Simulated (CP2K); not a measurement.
Two runs for the C K edge of hydroxyallene. Run A: CP2K XAS_TDP, all-electron GAPW, PBEh(45%), aug-cc-pVDZ, TDA, no relativity. Run B differs in one setting.

First lines with a strength over 0.0015. A:

| atom | energy (eV) | states | strength, one atom |
| --- | --- | --- | --- |
| C1 (bonded to C and 2 H) | 281.27 | 1 | 0.0495 |
|  | 284.28 | 1 | 0.0088 |
|  | 284.47 | 1 | 0.0029 |
|  | 285.48 | 1 | 0.0027 |
|  | 285.67 | 1 | 0.0078 |
| C2 (bonded to 2 C) | 280.99 | 1 | 0.0503 |
|  | 282.18 | 1 | 0.0493 |
|  | 285.26 | 1 | 0.0017 |
|  | 286.97 | 1 | 0.0017 |
|  | 287.53 | 1 | 0.0020 |
| C3 (bonded to C, O and H) | 283.36 | 1 | 0.0580 |
|  | 284.24 | 1 | 0.0115 |
|  | 286.33 | 1 | 0.0082 |
|  | 287.13 | 1 | 0.0019 |
|  | 287.30 | 1 | 0.0023 |

B:

| atom | energy (eV) | states | strength, one atom |
| --- | --- | --- | --- |
| C1 (bonded to C and 2 H) | 275.75 | 1 | 0.0386 |
|  | 277.79 | 1 | 0.0036 |
|  | 278.89 | 1 | 0.0024 |
|  | 278.98 | 1 | 0.0046 |
|  | 280.05 | 1 | 0.0079 |
| C2 (bonded to 2 C) | 275.51 | 1 | 0.0385 |
|  | 276.67 | 1 | 0.0387 |
|  | 277.70 | 1 | 0.0020 |
|  | 278.32 | 1 | 0.0017 |
|  | 280.64 | 1 | 0.0024 |
| C3 (bonded to C, O and H) | 277.78 | 1 | 0.0057 |
|  | 277.98 | 1 | 0.0463 |
|  | 279.68 | 1 | 0.0031 |
|  | 280.08 | 1 | 0.0019 |
|  | 280.36 | 1 | 0.0026 |

Q: Which was it: GW2X switched on, the functional, scalar relativity switched on, the basis?

The functional (functional from PBEh(45%) to PBE0; the lines alone don't name the new value). A functional moves all lines by electronvolts and changes their spacings and strengths. Against PBEh(45%) in aug-cc-pVDZ, the leading lines move by -5.52 eV (C1, to 275.75) and -5.48 eV (C2, to 275.51); the strength of C1's goes from 0.0495 to 0.0386. For C3 the rule picks another line of the list in the two runs, so no shift is given. The next line of C1 over the strength cut lies 2.04 eV higher, against 3.01.

[Hosts, paths, dates, database ids (printed as entryN), source tags and the programs' standing remarks are cut or masked in the printed files.]
